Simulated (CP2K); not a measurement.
Two runs for the C K edge of isocyanocyclopropane. Run A: CP2K XAS_TDP, all-electron GAPW, PBEh(45%), aug-cc-pVDZ, TDA, no relativity. Run B differs in one setting.

First lines with a strength over 0.0015. A:

```csv
atom,energy (eV),states,"strength, one atom"
C1 (bonded to N),281.59,1,0.0702
,281.79,1,0.0679
,286.11,1,0.0017
,287.06,1,0.0048
,287.27,2,0.0048
"C3 (bonded to 2 C, N and H)",285.55,1,0.0133
,285.84,1,0.0175
,286.54,1,0.0142
,286.60,1,0.0048
,287.04,1,0.0026
"C4 (bonded to 2 C and 2 H), 2 alike",284.41,1,0.0098
,284.47,1,0.0328
,284.82,1,0.0133
,285.41,1,0.0017
,285.56,1,0.0040
```

B:

```csv
atom,energy (eV),states,"strength, one atom"
C1 (bonded to N),269.34,1,0.0099
,269.82,1,0.0307
,269.87,1,0.0057
,270.19,1,0.0164
,270.37,1,0.0039
"C3 (bonded to 2 C, N and H)",270.67,1,0.0019
,271.52,1,0.0019
,272.95,1,0.0015
,273.43,1,0.0110
,273.56,1,0.0048
"C4 (bonded to 2 C and 2 H), 2 alike",269.66,1,0.0052
,269.88,1,0.0017
,270.41,1,0.0021
,272.05,1,0.0088
,272.15,1,0.0026
```

**Question.** Which was it: the basis, GW2X switched on, scalar relativity switched on, the functional?

The functional (functional from PBEh(45%) to PBE; the lines alone don't name the new value). A functional moves all lines by electronvolts and changes their spacings and strengths. Against PBEh(45%) in aug-cc-pVDZ, the leading line moves by -14.88 eV, to 270.67 eV; the strength of C3's goes from 0.0133 to 0.0019, so the two may not be the same state. For C1 and C4 the rule picks another line of the list in the two runs, so no shift is given. The next line of C3 over the strength cut lies 0.85 eV higher, against 0.29.

[Banner, clock and machine lines of the logs are left out without a mark of their own.]

[Logs are printed without paths, hosts, clocks, repeated set-up lines and the standing remarks that a program may print on its own settings, such as how far it seeks lower states.]

[Hosts, paths, dates, database ids (printed as entryN), source tags and the programs' standing remarks are cut or masked in the printed files.]
